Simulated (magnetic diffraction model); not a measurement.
**Li3VB2S6 below its ordering temperature**

Space group P-1 (no. 2), a = 6.2150 Å, b = 8.5550 Å, c = 9.7410 Å, α = 67.70°, β = 89.30°, γ = 87.62°.

```
site  atom       x       y       z
  2i     V  0.6034  0.9843  0.1663
  2i     S  0.7216  0.0232  0.7160
  2i     S  0.1921  0.7748  0.9117
  2i     S  0.8744  0.8050  0.3383
  2i     S  0.2704  0.6427  0.5096
  2i     S  0.7628  0.5084  0.8019
  2i     S  0.5775  0.7387  0.0759
  2i     B  0.1297  0.8043  0.3978
  2i     B  0.6800  0.3420  0.9318
  2i    Li  0.8566  0.7364  0.8459
  2i    Li  0.6530  0.6086  0.5489
  2i    Li  0.8587  0.5564  0.2691
```

This is a made-up structure (elements placed in a structure type, unrelaxed), so the numbers test the method and describe no known phase.

Only V is taken to order (form factors of V3+); orders and moment sizes are assumed, and not adapted to the symmetry. Radiation: neutrons of λ = 2.52 Å (absorption by B left out), 8° to 40°; isotropic B of 0.26 Å² (V), 0.39 Å² (S), 0.52 Å² (B) and 0.45 Å² (Li). Simulated constant-wavelength pattern: nuclear and magnetic terms add, the magnetic one as |2.695 fm × Σ f S⊥ exp(2πi Q·r) exp(−B s²)|², summed over all Q at one angle with the factor 1/(sin²θ cos θ). For collinear order S is the moment m, which repeats by lattice and centring translations R with the sign exp(−2πi k·R). Free-ion form factors, Sears's scattering lengths of 1992, no absorption; a label names one of the reflections at its angle. The strongest nuclear line in the range is 100, and lines under 0.2 are left out.

Above the ordering temperature:

```tsv
2θ (°)	index	I
16.07	(0 0 1)	6.3
18.33	(0 1 0)	1.6
19.28	(0 1 1)	5.3
28.48	(1 0 -1)	2.5
28.58	(1 0 1)	79.3
28.80	(0 1 -1)	78.9
29.30	(1 1 0)	100.0
29.97	(1 1 1)	6.5
30.49	(1 -1 0)	27.9
30.63	(0 1 2)	17.4
32.47	(0 0 2)	10.4
34.37	(0 2 1)	1.8
36.91	(1 1 -1)	1.1
37.16	(0 2 0)	21.5
38.52	(1 1 2)	5.3
39.13	(0 2 2)	79.3
39.30	(-1 1 2)	92.5
```

Below it (cell unchanged):

```csv
2θ (°),I
9.14,0.2
15.18,21.0
16.07,6.3
18.33,1.6
19.28,5.3
21.36,11.3
24.83,0.4
25.53,0.6
26.18,5.5
27.76,2.2
28.28,0.3
28.48,2.5
28.58,79.3
28.80,78.9
29.30,100.0
29.97,6.5
30.15,5.2
30.49,27.9
30.63,17.4
31.57,0.5
32.23,2.5
32.47,10.4
33.82,4.3
34.37,1.8
34.68,2.5
35.79,0.6
36.91,1.1
37.14,2.8
37.16,21.5
37.25,3.3
37.28,1.2
38.36,0.4
38.52,5.3
38.68,2.1
39.13,79.3
39.30,92.5
```

**Question.** Find the propagation vector, then choose among these models:
A. collinear moments along [001], 1.78 μB on V; signs + at (0.6034, 0.9843, 0.1663), − at (0.3966, 0.0157, 0.8337)
B. collinear moments along [100], 1.78 μB on V; signs + at (0.6034, 0.9843, 0.1663), − at (0.3966, 0.0157, 0.8337)
C. collinear moments along [100], 1.78 μB on V; signs + at (0.6034, 0.9843, 0.1663), + at (0.3966, 0.0157, 0.8337)
D. collinear moments along [001], 1.78 μB on V; signs + at (0.6034, 0.9843, 0.1663), + at (0.3966, 0.0157, 0.8337)

The new lines index as (0 1/2 1) at 15.18°, (0 1/2 -1) at 21.36°, (1 1/2 0) at 24.83° and (1 -1/2 0) at 25.53°, that is as H ± k with k = (0 1/2 0). Half indices mean that the moments reverse under translations with k·R a half-integer, and the magnetic cell has twice the primitive volume.

Magnetic intensity, observed (below minus above) and for each model:

| 2θ (°) | index | observed | A | B | C | D |
| --- | --- | --- | --- | --- | --- | --- |
| 9.14 | (0 1/2 0) | 0.2 | 84.8 | 84.8 | 0.2 | 0.2 |
| 15.18 | (0 1/2 1) | 21.0 | 0.4 | 8.8 | 21.0 | 0.9 |
| 21.36 | (0 1/2 -1) | 11.3 | 1.5 | 3.0 | 11.3 | 5.8 |
| 24.83 | (1 1/2 0) | 0.4 | 7.0 | 0.8 | 0.4 | 3.3 |
| 25.53 | (1 -1/2 0) | 0.6 | 5.6 | 0.9 | 0.6 | 4.0 |
| 27.65 | (0 3/2 0) | <0.2 | 7.8 | 7.8 | <0.2 | <0.2 |
| 27.76 | (1 1/2 1) | 2.2 | <0.2 | <0.2 | 2.2 | 5.6 |
| 30.15 | (0 1/2 2) | 5.2 | <0.2 | 1.3 | 5.2 | <0.2 |

Model C matches.

The structure used: k = (0 1/2 0), collinear moments along [100], 1.78 μB on V; signs + at (0.6034, 0.9843, 0.1663), + at (0.3966, 0.0157, 0.8337).

[Logs are printed without paths, hosts, clocks, repeated set-up lines and the standing remarks that a program may print on its own settings, such as how far it seeks lower states.]
